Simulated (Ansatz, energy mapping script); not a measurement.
# LuNiO2 in the infinite layer structure: energy mapping under PBEsol+U (10.5 eV)

Wanted: the magnetic order of LuNiO2 in the infinite layer structure, its couplings and an estimate of its ordering temperature, by PBEsol+U (10.5 eV).

Program: Ansatz 0.2.0. Level of theory: PBEsol with U = 10.5 eV on Ni d, ortho-atomic projectors; plane waves, U on orthogonalised atomic orbitals unless named otherwise, collinear spin, no spin–orbit coupling. Results are calculated unless marked as measured.

**1. The structure**

Symmetry: P4/mmm, No. 123, tetragonal system. Conventional cell: a = 3.847 Å, b = 3.847 Å, c = 2.988 Å, α = 90.00°, β = 90.00°, γ = 90.00°. Lu has 8 O at 2.44 Å nearest. Ni has 4 O at 1.92 Å nearest. O has 2 Ni at 1.92 Å and 4 Lu at 2.44 Å nearest. infinite layer prototype, lattice guessed from radii. Farther neighbours and most contacts between anions are not listed.

This cell was built for the study (infinite layer prototype, lattice guessed from radii), not taken from an experiment; the compound need not form in this structure.

The cell was relaxed beforehand in Ansatz under PBEsol with U = 6 eV on Ni d, ortho-atomic projectors, from parallel moments.

A Hubbard U penalises fractional filling of the shell. It raises the cost of virtual hops to the neighbours, so couplings that rest on such hops usually weaken.

**2. Seed run in the crystal's own cell**

A corrected shell can settle in several orbital fillings. One parallel run, with an occupation width a fifth wider than the orders use, therefore is to supply the occupation matrices. All orders start from them.

Contents of input.yaml:

```yaml
crystal:
  lattice:
    - [3.847404254, 0.0, 0.0]
    - [0.0, 3.847404254, 0.0]
    - [0.0, 0.0, 2.987573789]
  atoms:
    - { symbol: Lu, position: [0.5, 0.5, 0.5] }
    - { symbol: Ni, position: [0.0, 0.0, 0.0], spin: 2.0 }
    - { symbol: O, position: [0.5, 0.0, 0.0] }
    - { symbol: O, position: [0.0, 0.5, 0.0] }
magnetization:
  spin_polarized: true
kpoints:
  mp_grid: { grid: [8, 8, 11] }
hamiltonian:
  xc: pbesol
  hubbard:
    sites: [{ species: Ni, l: d, u_eff: 10.5 }]
    projectors: ortho-atomic
scf:
  occupations: { method: fermi_dirac, width: 0.06 }
output:
  eigenvalues: true
```

Started as:

```
> ansatz run input.yaml --threads 4 --pin off --max-ram 8192MiB --backend cpu --events-out ev --progress --plain --runs-dir out
```

Numbers of over 12 decimals in the logs are rounded to 6 here.

The log of the run:

```text
Engine: ansatz 0.2.0, aarch64-unknown-linux-gnu
Pseudopotentials: kind: paw
Pseudopotential: Lu, paw, valence charge 25, recommended cutoff 420 eV (normal), Lu.paw.azcp
Pseudopotential: Ni, paw, valence charge 18, recommended cutoff 420 eV (normal), Ni.paw.azcp
Pseudopotential: O, paw, valence charge 6, recommended cutoff 420 eV (normal), O.paw.azcp
Functional definition: PBEsol
  exchange = pbesol_x
  correlation = pbesol_c
Crystal: 4 atoms, lattice volume = 44.224 Å³
Basis set: ecut = 420 eV, 865 PW (Γ)
Bands: 35, of which v1, the nominal top of the filled ones, is band 28 counted from 1 (27 counted from 0)
Symmetry: 16 space group operations
Space group: P4/mmm (ITA 123), of the structure as read, at distance tolerance 3.5e-5 Å
Magnetic group: BNS 123.339 (UNI 999), of the structure as read, at distance tolerance 3.5e-5 Å
k-points: 90 of 704
Non-local potential: Lu, projectors of the file, l = 0: 3, l = 1: 2, l = 2: 2, l = 3: 3
Non-local potential: Ni, projectors of the file, l = 0: 3, l = 1: 2, l = 2: 3, l = 3: 1
Non-local potential: O, projectors of the file, l = 0: 2, l = 1: 2, l = 2: 1
PAW form: soft (Blöchl's): semilocal exchange-correlation on the pseudo side does not see the compensation charge
PAW frozen core: Lu, regenerated for the run's functional, and the local potential with it (the file was generated under x = pbe(κ = 0.804, μ = 0.219515), c = pbe(β = 0.066725))
PAW frozen core: Ni, regenerated for the run's functional, and the local potential with it (the file was generated under x = pbe(κ = 0.804, μ = 0.219515), c = pbe(β = 0.066725))
PAW frozen core: O, regenerated for the run's functional, and the local potential with it (the file was generated under x = pbe(κ = 0.804, μ = 0.219515), c = pbe(β = 0.066725))
PAW one-centre angular grid: Lu, 590 points (default); XC on 64 Gauss nodes
PAW one-centre angular grid: Ni, 590 points (default); XC on 64 Gauss nodes
PAW one-centre angular grid: O, 110 points (default); XC on 64 Gauss nodes
Initial density: superposition of atomic densities (chi_scale 0.1, normalization cell, long waves kept (reshape's long-wave potential 0.00 eV rms))
Starting moments: Σ|m| = 2 μB on 1 of 4 sites
Initial wavefunctions: pseudopotential atomic-orbital guess
Functional: x = pbesol(κ = 0.804, μ = 0.123457), c = pbesol(β = 0.046)
SCF iter   1: F=—  HF=-21538.176500 eV  |F-HF|=—  |Δ(HF+E_count)|=         —  Δρ=2.04e-1 (↑7.06e-2 ↓2.04e-1)  dr2=1.93e1  dr2_m=3.83e0  M=0.537 μB ∫|m|=0.696 μB  β_m=0.30  ethr=3.10e-3  ⟨swp⟩=5.5  Hψ=29080  notcnv=0  defer=1
preconditioner: auto → Kerker (q_TF=auto, 2.829 Å⁻¹)  [metal: Δε(μ)=0.045 eV  Ē_g=15.177 eV  σ=0.060 eV  W_gap=0.18  n_scr=18 (ndim 8)  ℏωp=37.5 eV  f_vac=0.000  D(μ)=0.83/eV (n_scr^D=4)]
[...]
SCF 2 converged in 15 iterations: F = -21538.533388 eV  dr2 = 2.04e-8
an SCF from ferromagnetic starting moments (0.00, 2.00, 0.00, 0.00 Bohr magnetons, atom by atom) closed no lower than the state that the run had reached (+0.00 meV in free energy), which stands; the SCF set out from the atoms and, under a Hubbard term, can stand on another filling of the shells than the run's state, so that by this SCF it is not known whether that order lies lower
Symmetry: 8 space group operations
k-points: 108 of 704
[...]
Starting moments: Σ|m| = 2 μB on 1 of 4 sites; this step starts from the density that it was given
[...]
spin=Collinear: Kerker preconditioning applied to the charge; magnetization (m = ρ↑ − ρ↓) channel mixes plain (no charge-response kernel on spin).
[...]
SCF 3 converged in 4 iterations: F = -21538.533388 eV  dr2 = 4.48e-10
an SCF along what the orbitals of the run's state read of its open shells (or to have them read: on a GPU, or by another smearing), with 8 of the crystal's symmetry operations given up (108 k-points in place of 90), reached no lower state that the run goes on to. This is no proof of a minimum
SCF converged after 30 iterations
Magnetization: 0.8943 μB (27.9472 up, 27.0528 down)
Absolute magnetization: 0.9947 μB (∫|ρ↑−ρ↓|, with the PAW one-centre terms)
Spin contamination: 0.0395 ħ² per cell (⟨S²⟩ above its minimum at these occupations)
Per-site moments (μB) at R_I (Å): [(-0.000575214, 1.004675), (0.871424, 0.793527), (-0.00662392, 0.793527), (-0.00662392, 0.793527)]
Free energy (F): -21538.533388 eV
Harris-Foulkes:  -21538.533388 eV  (|F-HF|=8.88e-9)
Internal energy: -21538.528239 eV  (E = F + TS)
E sigma→0 (E₀):  -21538.530813 eV
Entropy (-TS):   -0.005150 eV (-1.287 meV/atom)
Fermi energy:    16.945730 eV
--- Per-component energies (eV) ---
  E_band       = -178.029295
  E_kinetic    = 1054.614480
  E_local      = -10247.714037  (includes V_loc(G=0)·N_el)
  E_nonlocal   = 1334.445041
  E_hartree    = 4270.745386
  E_xc         = -446.664582
  E_vxc        = -553.947426  (∫ρ·V_xc dr)
  E_hubbard    = 1.898864  (on-site DFT+U / exact-exchange correction)
  E_vhub       = -42.524688  (the Hubbard potential's part of the band-sum identity)
  E_paw        = -9166.482760  (= ΣΔE_a)
  E_vpaw       = -264.393328  (= ΣTr[D̂ρ^β])
  E_aug_tail   = 0.005379  (compensation charges beyond the density's cutoff)
  E_ewald      = -8340.836043
  E_core_change = 1.460032  (= ΣΔE_core)
  E_smearing   = -0.005150  (= −TS)
  E_closure    = 0.000000  (closes the sum)
  Σ components = -21538.533388   (vs F -21538.533388, Δ=0.00e0)
--- Band table (eV; the first three rows and the last of 180) ---
  k-point 0 ↑: bands = [... 24 lower, 13.2738, 13.6232, 13.6232, 13.9939, 16.0215, 17.9694, 20.4031, 20.5215, ... 3 higher]
  k-point 1 ↑: bands = [... 24 lower, 13.0758, 13.5636, 13.5636, 13.6991, 16.4174, 18.2689, 20.5544, 20.7559, ... 3 higher]
  k-point 2 ↑: bands = [... 24 lower, 12.8210, 13.0304, 13.4338, 13.4338, 17.4865, 19.0198, 20.6470, 21.5912, ... 3 higher]
  k-point 89 ↓: bands = [... 24 lower, 14.4404, 14.4404, 14.7811, 16.3291, 20.1427, 20.1427, 21.6693, 21.8138, ... 3 higher]
Occupation matrices written to <dir>
```

Run time: 78 s. Hardware: 4 threads of Arm Neoverse V2, shared host; peak memory 1.4 GiB.

Reading the cycles: dr2 is the Hartree energy of the density residual (eV), the measure of convergence; HF is the Harris–Foulkes estimate of the energy, which meets the free energy F at convergence.

This step gave:

```yaml
final_state: ferromagnetic
electrons_in_the_corrected_shells: 8.823 e
largest_moment: 0.871 μB
```

**3. Order 1: parallel, cell A of 8 atoms**

The parallel order is the zero of energy for this cell and mesh.

Contents of input.yaml:

```yaml
crystal:
  lattice:
    - [3.847404254, 0.0, 0.0]
    - [0.0, 3.847404254, 2.987573789]
    - [0.0, -3.847404254, 2.987573789]
  atoms:
    - { symbol: Lu, position: [0.5, 0.5, 0.0] }
    - { symbol: Lu, position: [0.5, 0.0, 0.5] }
    - { symbol: Ni, position: [0.0, 0.0, 0.0], spin: 2.0 }
    - { symbol: Ni, position: [0.0, 0.5, 0.5], spin: 2.0 }
    - { symbol: O, position: [0.5, 0.0, 0.0] }
    - { symbol: O, position: [0.5, 0.5, 0.5] }
    - { symbol: O, position: [0.0, 0.25, 0.75] }
    - { symbol: O, position: [0.0, 0.75, 0.25] }
magnetization:
  spin_polarized: true
kpoints:
  mp_grid: { grid: [8, 7, 7] }
hamiltonian:
  xc: pbesol
  hubbard:
    sites:
      - { species: Ni, l: d, u_eff: 10.5 }
      - { site: 2, l: d, u_eff: 10.5, starting_ns: [{ spin: up, occupation_matrix: ni2_major }, { spin: down, occupation_matrix: ni2_minor }] }
      - { site: 3, l: d, u_eff: 10.5, starting_ns: [{ spin: up, occupation_matrix: ni2_major }, { spin: down, occupation_matrix: ni2_minor }] }
    projectors: ortho-atomic
    occupation_matrices:
      ni2_major:
        matrix:
          - [0.942, 0.0, 0.0, 0.0, 0.0]
          - [0.0, 0.983, 0.0, 0.0, 0.0]
          - [0.0, 0.0, 0.983, 0.0, 0.0]
          - [0.0, 0.0, 0.0, 0.96, 0.0]
          - [0.0, 0.0, 0.0, 0.0, 0.988]
      ni2_minor:
        matrix:
          - [0.92, 0.0, 0.0, 0.0, 0.0]
          - [0.0, 0.979, 0.0, 0.0, 0.0]
          - [0.0, 0.0, 0.979, 0.0, 0.0]
          - [0.0, 0.0, 0.0, 0.105, 0.0]
          - [0.0, 0.0, 0.0, 0.0, 0.985]
scf:
  occupations: { method: fermi_dirac, width: 0.05 }
output:
  eigenvalues: true
```

The log of the run:

```text
[...]
Crystal: 8 atoms, lattice volume = 88.447 Å³
Basis set: ecut = 420 eV, 1729 PW (Γ)
Bands: 69, of which v1, the nominal top of the filled ones, is band 55 counted from 1 (54 counted from 0)
Symmetry: 16 space group operations
[...]
k-points: 80 of 392
[...]
Starting moments: Σ|m| = 4 μB on 2 of 8 sites
[...]
SCF iter   1: F=—  HF=-43082.460629 eV  |F-HF|=—  |Δ(HF+E_count)|=         —  Δρ=1.64e-1 (↑6.50e-2 ↓1.64e-1)  dr2=2.52e1  dr2_m=4.61e0  M=1.760 μB ∫|m|=1.915 μB  β_m=0.30  ethr=3.10e-3  ⟨swp⟩=5.6  Hψ=47992  notcnv=0  defer=22
[...]
SCF iter   6: F=—  HF=-43077.024336 eV  |F-HF|=—  |Δ(HF+E_count)|=   6.02e-2  Δρ=1.60e-2 (↑1.60e-2 ↓1.12e-2)  dr2=2.38e-2  dr2_m=1.42e-1  M=1.815 μB ∫|m|=2.014 μB  β_m=0.30  ethr=3.78e-5  ⟨swp⟩=2.3  Hψ=19550  notcnv=0  defer=1061
[...]
spin-set hold released at iteration 6 (site moments contracting): the magnetisation degrees of freedom join the quasi-Newton model from the next iteration; the mixer history was flushed
SCF iter   7: F=—  HF=-43077.044420 eV  |F-HF|=—  |Δ(HF+E_count)|=   2.01e-2  Δρ=1.15e-2 (↑1.15e-2 ↓8.10e-3)  dr2=1.45e-2  dr2_m=7.34e-2  M=1.814 μB ∫|m|=2.011 μB  β_m=0.65  ethr=2.16e-5  ⟨swp⟩=1.8  Hψ=13165  notcnv=0  defer=1061
[...]
SCF iter  16: F=-43077.063901 eV  HF=-43077.063901 eV  |F-HF|=3.51e-9  |Δ(HF+E_count)|=   1.16e-8  Δρ=2.02e-6 (↑1.31e-6 ↓2.02e-6)  dr2=6.20e-9  dr2_m=2.99e-10  M=1.809 μB ∫|m|=1.998 μB  ethr=3.46e-11  ⟨swp⟩=2.2  Hψ=41865  notcnv=0
SCF 1 converged in 16 iterations: F = -43077.063901 eV  dr2 = 6.20e-9
[...]
SCF converged after 16 iterations
an eigenvalue changed by more than its tolerance at an iteration that met the thresholds in force, so the SCF went on 1 time: the last check found none over its tolerance
Magnetization: 1.8094 μB (55.9047 up, 54.0953 down)
Absolute magnetization: 1.9884 μB (∫|ρ↑−ρ↓|, with the PAW one-centre terms)
[...]
Per-site moments (μB) at R_I (Å): [(-0.000872677, 1.004675), (-0.000872677, 1.004675), (0.875959, 0.793527), (0.875959, 0.793527), (-0.00361954, 0.793527), (-0.00361954, 0.793527), (-0.00352416, 0.793527), (-0.00352416, 0.793527)]
Free energy (F): -43077.063901 eV
[...]
Internal energy: -43077.057461 eV  (E = F + TS)
E sigma→0 (E₀):  -43077.060681 eV
Entropy (-TS):   -0.006440 eV (-0.805 meV/atom)
Fermi energy:    16.968882 eV
[...]
--- Specified on-site occupations, and those of the state reported ---
  electrons in the specified blocks: 17.6480 specified, 17.6487 found
  site 2 (l=d) ↑: largest change of an orbital's occupation 0.0031; electrons 4.8560 specified, 4.8585 found; spectral distance 0.0031
[...]
site 2 (l=d) ↓: largest change of an orbital's occupation 0.0007; electrons 3.9680 specified, 3.9659 found; spectral distance 0.0010
[...]
--- Band table (eV; the first three rows and the last of 160) ---
  k-point 0 ↑: bands = [... 51 lower, 13.4286, 13.6257, 13.6259, 13.9971, 15.2209, 16.0121, 17.9724, 20.1753, ... 10 higher]
  k-point 1 ↑: bands = [... 51 lower, 13.3904, 13.5729, 13.6061, 13.8358, 15.0740, 16.3466, 18.3062, 20.3832, ... 10 higher]
  k-point 2 ↑: bands = [... 51 lower, 13.3106, 13.5337, 13.5508, 13.6991, 14.7418, 17.2210, 19.0870, 20.4918, ... 10 higher]
  k-point 79 ↓: bands = [... 51 lower, 14.5627, 14.6373, 14.7713, 18.9469, 19.4079, 20.8089, 21.0651, 21.2516, ... 10 higher]
Occupation matrices written to <dir>
```

Elapsed: 28 s, on 4 threads; peak memory 1.1 GiB.

Spin moment in the sphere by atom:

```tsv
atom	spin moment in the sphere (μB)
Lu1	-0.001
Lu2	-0.001
Ni3	0.876
Ni4	0.876
O5	-0.004
O6	-0.004
O7	-0.004
O8	-0.004
```

The run ends ferromagnetic.

**4. Order 2: compensated +−, cell A of 8 atoms**

This order reverses 2 of the 2 neighbours at 2.99 Å, 2 of the 4 neighbours at 3.85 Å and 4 of the 8 neighbours at 4.87 Å, counted for an average magnetic atom.

Edit input.yaml of step 3 so:

```diff
@@ -9,3 +9,3 @@
     - { symbol: Ni, position: [0.0, 0.0, 0.0], spin: 2.0 }
-    - { symbol: Ni, position: [0.0, 0.5, 0.5], spin: 2.0 }
+    - { symbol: Ni, position: [0.0, 0.5, 0.5], spin: -2.0 }
     - { symbol: O, position: [0.5, 0.0, 0.0] }
@@ -24,3 +24,3 @@
       - { site: 2, l: d, u_eff: 10.5, starting_ns: [{ spin: up, occupation_matrix: ni2_major }, { spin: down, occupation_matrix: ni2_minor }] }
-      - { site: 3, l: d, u_eff: 10.5, starting_ns: [{ spin: up, occupation_matrix: ni2_major }, { spin: down, occupation_matrix: ni2_minor }] }
+      - { site: 3, l: d, u_eff: 10.5, starting_ns: [{ spin: up, occupation_matrix: ni2_minor }, { spin: down, occupation_matrix: ni2_major }] }
     projectors: ortho-atomic
```

The log of the run:

```text
[...]
Crystal: 8 atoms, lattice volume = 88.447 Å³
Basis set: ecut = 420 eV, 1729 PW (Γ)
Bands: 69, of which v1, the nominal top of the filled ones, is band 55 counted from 1 (54 counted from 0)
Symmetry: 8 space group operations
[...]
k-points: 80 of 392
[...]
Starting moments: Σ|m| = 4 μB on 2 of 8 sites
Starting magnetic order: antiferromagnet; a translation exchanges its spin sublattices: spin-degenerate at every k-point
[...]
SCF iter   1: F=—  HF=-43082.338436 eV  |F-HF|=—  |Δ(HF+E_count)|=         —  Δρ=1.24e-1 (↑1.24e-1 ↓1.24e-1)  dr2=2.53e1  dr2_m=4.52e0  M=0.000 μB ∫|m|=1.913 μB  β_m=0.30  ethr=3.10e-3  ⟨swp⟩=5.2  Hψ=24106  notcnv=0  defer=20
[...]
SCF iter  18: F=-43076.982318 eV  HF=-43076.982318 eV  |F-HF|=1.81e-8  |Δ(HF+E_count)|=   4.26e-8  Δρ=2.82e-6 (↑2.82e-6 ↓2.82e-6)  dr2=1.79e-8  dr2_m=1.11e-9  M=0.000 μB ∫|m|=2.069 μB  ethr=9.09e-11  ⟨swp⟩=5.7  Hψ=21618  notcnv=0
SCF 1 converged in 18 iterations: F = -43076.982318 eV  dr2 = 1.79e-8
[...]
SCF converged after 18 iterations
Magnetization: 0.0000 μB (55.0000 up, 55.0000 down)
Absolute magnetization: 2.0614 μB (∫|ρ↑−ρ↓|, with the PAW one-centre terms)
[...]
Per-site moments (μB) at R_I (Å): [(-9.681586587116653e-18, 1.004675), (9.681586587116653e-18, 1.004675), (0.908715, 0.793527), (-0.908715, 0.793527), (0.019111, 0.793527), (-0.019111, 0.793527), (5.9536248553921e-17, 0.793527), (-5.590738743019435e-17, 0.793527)]
Free energy (F): -43076.982318 eV
[...]
Internal energy: -43076.975517 eV  (E = F + TS)
E sigma→0 (E₀):  -43076.978917 eV
Entropy (-TS):   -0.006801 eV (-0.850 meV/atom)
Fermi energy:    16.395072 eV
[...]
--- Specified on-site occupations, and those of the state reported ---
  electrons in the specified blocks: 17.6480 specified, 17.6696 found
[...]
--- Band table (eV; the first three rows and the last of 160) ---
  k-point 0 ↑: bands = [... 51 lower, 13.6739, 13.8259, 14.0371, 14.9036, 15.9948, 18.1002, 20.1903, 20.3329, ... 10 higher]
  k-point 1 ↑: bands = [... 51 lower, 13.6713, 13.7569, 13.9120, 14.7946, 16.3236, 18.4169, 20.3729, 20.4287, ... 10 higher]
  k-point 2 ↑: bands = [... 51 lower, 13.6412, 13.6649, 13.8474, 14.5452, 17.1890, 19.1606, 20.4804, 20.4829, ... 10 higher]
  k-point 79 ↓: bands = [... 51 lower, 14.4104, 14.5000, 14.5979, 16.4117, 18.8756, 19.4139, 20.7842, 21.0443, ... 10 higher]
Occupation matrices written to <dir>
```

The job ended after 15 s (4 threads; peak memory 1 GiB).

Spin moment in the sphere by atom:

```tsv
atom	spin moment in the sphere (μB)
Lu1	0.000
Lu2	0.000
Ni3	0.909
Ni4	-0.909
O5	0.019
O6	-0.019
O7	0.000
O8	0.000
```

The run ends antiferromagnetic, 40.88 meV a magnetic atom above the parallel order of its cell (energies taken at zero occupation width, not the printed F).

**5. Run 3 (parallel; cell B, 8 atoms)**

A new cell needs its own zero of energy.

This run holds the same structure in another cell (a 3.847 → 2.988 Å, b 4.871 → 5.441 Å, c 4.871 → 5.441 Å, α 104.3 → 90.0°).

Contents of input.yaml:

```yaml
crystal:
  lattice:
    - [0.0, 0.0, -2.987573789]
    - [3.847404254, 3.847404254, 0.0]
    - [3.847404254, -3.847404254, 0.0]
  atoms:
    - { symbol: Lu, position: [0.5, 0.5, 0.0] }
    - { symbol: Lu, position: [0.5, 0.0, 0.5] }
    - { symbol: Ni, position: [0.0, 0.0, 0.0], spin: 2.0 }
    - { symbol: Ni, position: [0.0, 0.5, 0.5], spin: 2.0 }
    - { symbol: O, position: [0.0, 0.25, 0.25] }
    - { symbol: O, position: [0.0, 0.75, 0.75] }
    - { symbol: O, position: [0.0, 0.25, 0.75] }
    - { symbol: O, position: [0.0, 0.75, 0.25] }
magnetization:
  spin_polarized: true
kpoints:
  mp_grid: { grid: [11, 6, 6] }
hamiltonian:
  xc: pbesol
  hubbard:
    sites:
      - { species: Ni, l: d, u_eff: 10.5 }
      - { site: 2, l: d, u_eff: 10.5, starting_ns: [{ spin: up, occupation_matrix: ni2_major }, { spin: down, occupation_matrix: ni2_minor }] }
      - { site: 3, l: d, u_eff: 10.5, starting_ns: [{ spin: up, occupation_matrix: ni2_major }, { spin: down, occupation_matrix: ni2_minor }] }
    projectors: ortho-atomic
    occupation_matrices:
      ni2_major:
        matrix:
          - [0.942, 0.0, 0.0, 0.0, 0.0]
          - [0.0, 0.983, 0.0, 0.0, 0.0]
          - [0.0, 0.0, 0.983, 0.0, 0.0]
          - [0.0, 0.0, 0.0, 0.96, 0.0]
          - [0.0, 0.0, 0.0, 0.0, 0.988]
      ni2_minor:
        matrix:
          - [0.92, 0.0, 0.0, 0.0, 0.0]
          - [0.0, 0.979, 0.0, 0.0, 0.0]
          - [0.0, 0.0, 0.979, 0.0, 0.0]
          - [0.0, 0.0, 0.0, 0.105, 0.0]
          - [0.0, 0.0, 0.0, 0.0, 0.985]
scf:
  occupations: { method: fermi_dirac, width: 0.05 }
output:
  eigenvalues: true
```

The log of the run:

```text
[...]
Crystal: 8 atoms, lattice volume = 88.447 Å³
Basis set: ecut = 420 eV, 1717 PW (Γ)
Bands: 69, of which v1, the nominal top of the filled ones, is band 55 counted from 1 (54 counted from 0)
Symmetry: 32 space group operations
[...]
k-points: 60 of 396
[...]
Starting moments: Σ|m| = 4 μB on 2 of 8 sites
[...]
k-point 1 ↑: bands = [... 51 lower, 13.8724, 14.0195, 14.2012, 14.2650, 16.2583, 17.2409, 18.3790, 18.7921, ... 10 higher]
  k-point 2 ↑: bands = [... 51 lower, 13.9921, 14.0813, 14.2210, 14.5792, 16.4770, 16.8067, 18.2077, 19.2860, ... 10 higher]
  k-point 59 ↓: bands = [... 51 lower, 13.8971, 14.6691, 14.6691, 20.1886, 20.1886, 20.4693, 20.4693, 20.8990, ... 10 higher]
Occupation matrices written to <dir>
[key lines of the parts left out:]
SCF converged after 15 iterations
Magnetization: 1.7959 μB (55.8979 up, 54.1021 down)
Free energy (F): -43077.065684 eV
Fermi energy:    16.920183 eV
```

Elapsed: 19 s, on 4 threads; peak memory 0.92 GiB.

The run ends ferromagnetic. For each magnetic atom its energy differs from the parallel run of the first cell by -0.76 meV, an error that one common reference would have brought in.

(Continued in part 2 of 2.)

[Logs and program files are shortened in this print: banners, set-up blocks, solver, clock and traceback lines can be left out without a mark of their own.]

[Logs are printed without paths, hosts, clocks, repeated set-up lines and the standing remarks that a program may print on its own settings, such as how far it seeks lower states.]

[Hosts, paths, dates, database ids (printed as entryN), source tags and the programs' standing remarks are cut or masked in the printed files.]

[Where a cell is said to come from a database of computed structures, the database is the Materials Project.]
